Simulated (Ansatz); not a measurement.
# Bands, cutoff and cost in G0W0 for WSe2 (P6_3/mmc), part 2 of 2

Wanted: a G0W0 gap for WSe2 (P6_3/mmc) that is converged in bands and cutoff, or an estimate of the limit.

Ansatz 0.2.0; G0W0 on PBE, plane waves, PAW. Known limits of the many-body steps: not at the basis limit; no spin-orbit coupling; coarse k mesh.

So far. Step 4 (1224 empty bands, screening to 270 eV): Against the run with 6×6×2 mesh, 723 empty bands, screening to 190 eV, hard PAW files, the gap moves by +0.017 eV.

The database entry behind the starting cell differs from later determinations by our own check (a about 0.2 % long), so it need not match the best structure at ambient conditions.

## Step 5: 2045 empty bands, screening to 380 eV

The input, input.yaml:

```yaml
crystal:
  lattice:
    - [3.29, 0.0, 0.0]
    - [-1.645, 2.8492235785, 0.0]
    - [0.0, 0.0, 12.97]
  atoms:
    - { symbol: W, position: [0.3333333333, 0.6666666667, 0.25] }
    - { symbol: W, position: [0.6666666667, 0.3333333333, 0.75] }
    - { symbol: Se, position: [0.3333333333, 0.6666666667, 0.621] }
    - { symbol: Se, position: [0.6666666667, 0.3333333333, 0.121] }
    - { symbol: Se, position: [0.3333333333, 0.6666666667, 0.879] }
    - { symbol: Se, position: [0.6666666667, 0.3333333333, 0.379] }
kpoints:
  mp_grid: { grid: [6, 6, 2] }
hamiltonian:
  xc: pbe
  pseudopotentials: { kind: paw, source: ansatz }
scf:
  occupations: { method: fixed }
gw:
  n_empty_bands: 2045
  ecut_chi: 380
  qp_bands: [v2, c2]
  qp_kpoints: band_edges
  screening: { model: contour_deformation }
```

Launch:

```bash
> ansatz run input.yaml --threads 4 --pin off --max-ram 138240MiB --backend cuda --events-out ev --progress --plain --runs-dir out --devices 1 --max-vram 26GiB  # rebuilt from the run's record
```

Numbers of over 12 decimals in the logs are rounded to 6 here.

The program printed:

```text
GPUs: using 1 of 1 available (devices: 1).
[...]
GPU FFT provider: cuFFT
GPU libraries: cuBLAS 13.8.2, cuFFT 12.4.0, cuSOLVER 12.3.4
Crystal: 6 atoms, lattice volume = 121.580 Å³
Basis set: ecut = 760 eV, 5861 PW (Γ)
Bands: 72, of which v1, the nominal top of the filled ones, is band 60 counted from 1 (59 counted from 0)
Symmetry: 24 space group operations
[...]
k-points: 14 of 72
[...]
1    62     17.5663   -13.8598    -4.4617   -18.1698  0.7542    17.4150    17.4146  root
[...]
13    59     14.5838   -18.3914     0.1065   -17.7336  0.7503    14.0285    14.0325  root
    13    60     14.5838   -18.3914     0.1065   -17.7336  0.7503    14.0285    14.0325  root
    13    61     16.2499   -15.5769    -4.2760   -19.6915  0.7418    16.0889    16.0885  root
    13    62     16.2499   -15.5769    -4.2760   -19.6915  0.7418    16.0889    16.0885  root
[key lines of the parts left out:]
SCF converged after 10 iterations
Free energy (F): -57642.162479 eV
Fermi energy:    14.919853 eV
```

The job ended after 5.5 min (1 × NVIDIA H100 80GB HBM3 (shared by 3 runs) with 4 threads of AMD EPYC 7R13 (Zen 3), shared host; peak memory 14 GiB).

Numbers from this step:

| Item | Value |
| --- | --- |
| bands summed | 2105 |
| RPA ε∞ on this mesh (eigenvalues) | 7.113, 15.20, 15.20 |
| plane waves in the screening matrix | 2033 |
| G0W0 gap on the mesh | 1.322 eV |
| k of the valence top | 0, 0, 0 |
| k of the conduction bottom | 0.1667, 0.1667, 0 |
| starting gap on the mesh | 0.9770 eV |
| least direct G0W0 gap on the computed points | 1.915 eV |

Against the run with 6×6×2 mesh, 1224 empty bands, screening to 270 eV, hard PAW files, the gap moves by +0.011 eV.

## Step 6: Changing the k mesh: 12×12×2 mesh, 318 empty bands, screening to 110 eV, hard PAW files

A second mesh at equal bands and cutoff isolates the sampling error. Bands and cutoff differ from the step before, so it is read against an earlier run that matches them.

Changes to input.yaml since step 5:

```diff
@@ -13,3 +13,3 @@
 kpoints:
-  mp_grid: { grid: [6, 6, 2] }
+  mp_grid: { grid: [12, 12, 2] }
 hamiltonian:
@@ -20,4 +20,4 @@
 gw:
-  n_empty_bands: 2045
-  ecut_chi: 380
+  n_empty_bands: 318
+  ecut_chi: 110.0
   qp_bands: [v2, c2]
```

The program printed:

```text
GPUs: using 1 of 1 available (devices: 1).
[...]
GPU FFT provider: cuFFT
GPU libraries: cuBLAS 13.8.2, cuFFT 12.4.0, cuSOLVER 12.3.4
Crystal: 6 atoms, lattice volume = 121.580 Å³
Basis set: ecut = 760 eV, 5861 PW (Γ)
Bands: 72, of which v1, the nominal top of the filled ones, is band 60 counted from 1 (59 counted from 0)
Symmetry: 24 space group operations
[...]
k-points: 38 of 288
[...]
1    62     17.5661   -13.8857    -4.0153   -18.1697  0.7566    17.8361    17.8347  root
[...]
37    59     14.5821   -18.2622     0.3794   -17.7341  0.7557    14.4332    14.4335  root
    37    60     14.5821   -18.2622     0.3794   -17.7341  0.7557    14.4332    14.4335  root
    37    61     16.2497   -15.7132    -3.7042   -19.6918  0.7498    16.5251    16.5241  root
    37    62     16.2497   -15.7132    -3.7042   -19.6918  0.7498    16.5251    16.5241  root
[key lines of the parts left out:]
SCF converged after 10 iterations
Free energy (F): -57642.165392 eV
Fermi energy:    14.920403 eV
```

Wall time 5.3 min (1 × NVIDIA H100 80GB HBM3 (shared by 3 runs) with 4 threads); peak memory 3.5 GiB; 9.8 min of CPU time.

Numbers from this step:

```yaml
bands_summed: 378
rpa_eps_infinity_on_this_mesh_eigenvalues: 7.087, 14.61, 14.61
plane_waves_in_the_screening_matrix: 317
g0w0_gap_on_the_mesh: 1.252 eV
k_of_the_valence_top: 0, 0, 0
k_of_the_conduction_bottom: 0.1667, 0.1667, 0
starting_gap_on_the_mesh: 0.9756 eV
least_direct_g0w0_gap_on_the_computed_points: 1.930 eV
```

Against the run with 6×6×2 mesh, 318 empty bands, screening to 110 eV, hard PAW files, the gap moves by −0.001 eV.

## Step 7: The runs together

Times are wall times on 1 × NVIDIA H100 80GB HBM3 (shared by 3 runs) with 4 threads of AMD EPYC 7R13 (Zen 3), shared host, good to a factor of about two.

| mesh | files | frequency | bands summed | cutoff (eV) | start (eV) | G0W0 (eV) | time | host memory (GiB) |
| --- | --- | --- | --- | --- | --- | --- | --- | --- |
| 6×6×2 | hard PAW | contour deformation | 378 | 110 | 0.977 | 1.253 | 36 s | 2.0 |
| 6×6×2 | hard PAW | contour deformation | 783 | 190 | 0.977 | 1.294 | 86 s | 3.6 |
| 6×6×2 | hard PAW | contour deformation | 1284 | 270 | 0.977 | 1.311 | 4.1 min | 6.7 |
| 6×6×2 | hard PAW | contour deformation | 2105 | 380 | 0.977 | 1.322 | 5.5 min | 14 |
| 12×12×2 | hard PAW | contour deformation | 378 | 110 | 0.976 | 1.252 | 5.3 min | 3.5 |

How the two edges are built up, in eV (the quasiparticle level is the starting level plus Σx plus Σc less Vxc):

| run | edge | start | Σx | Σc | Vxc | Z | QP |
| --- | --- | --- | --- | --- | --- | --- | --- |
| 378 bands | valence top | 14.92 | -19.39 | 0.52 | -18.76 | 0.75 | 14.81 |
| 378 bands | conduction bottom | 15.90 | -13.08 | -3.56 | -16.80 | 0.77 | 16.06 |
| 783 bands | valence top | 14.92 | -19.39 | 0.26 | -18.76 | 0.75 | 14.55 |
| 783 bands | conduction bottom | 15.90 | -13.08 | -3.77 | -16.80 | 0.76 | 15.85 |
| 1284 bands | valence top | 14.92 | -19.39 | 0.15 | -18.76 | 0.75 | 14.44 |
| 1284 bands | conduction bottom | 15.90 | -13.08 | -3.86 | -16.80 | 0.76 | 15.75 |
| 2105 bands | valence top | 14.92 | -19.39 | 0.08 | -18.76 | 0.75 | 14.37 |
| 2105 bands | conduction bottom | 15.90 | -13.08 | -3.93 | -16.80 | 0.76 | 15.69 |

## Step 8: What came out

```json
{
  "378 bands, 110 eV": "1.253 eV",
  "783 bands, 190 eV": "1.294 eV",
  "1284 bands, 270 eV": "1.311 eV",
  "2105 bands, 380 eV": "1.322 eV",
  "estimated limit in bands and cutoff": "1.34 eV",
  "mesh and start": "6×6×2, PBE"
}
```

**Reading.** A line in one over the bands through the two highest rungs gives 1.34 eV, +0.02 eV from the top rung; the pair below gives 1.34 eV, in fair agreement. The rungs stand 0.09 eV (378 bands), 0.04 eV (783 bands), 0.03 eV (1284 bands) and 0.02 eV (2105 bands) from it. From 378 to 2105 bands the gap moves by +0.07 eV while the time grows 9.0-fold. Σc changes by −0.44 eV at the valence top and −0.37 eV at the conduction bottom, so the levels themselves move more than the gap between them. On the 12×12×2 mesh in place of 6×6×2 the gap differs by −0.001 eV, of which −0.001 eV is already in the start. The cheapest rung within 0.1 eV of this estimate is that with 378 bands (36 s). Gaps are over the mesh's points; an edge off the mesh would be missed. The 6×6×2 mesh is coarse for this cell (its supercell is 20 Å along the shortest edge). The RPA ε∞ on it, from the PBE start, is 7.11 and 15.20; such meshes misread the long-range screening, most where the gap is narrow. The many-body steps are scalar-relativistic: spin-orbit coupling is not in them.

[Paths, hosts, dates, memory and timing lines, banners, echoed tables and standing remarks are left out of the program output.]

[Logs are printed without paths, hosts, clocks, repeated set-up lines and the standing remarks that a program may print on its own settings, such as how far it seeks lower states.]

[Runs of the session that timed out or met a known fault of the program may be left out.]

[Cells called generated may have been cut or substituted from an entry of the Crystallography Open Database or the Materials Project.]

[Hosts, paths, dates, database ids (printed as entryN), source tags and the programs' standing remarks are cut or masked in the printed files.]
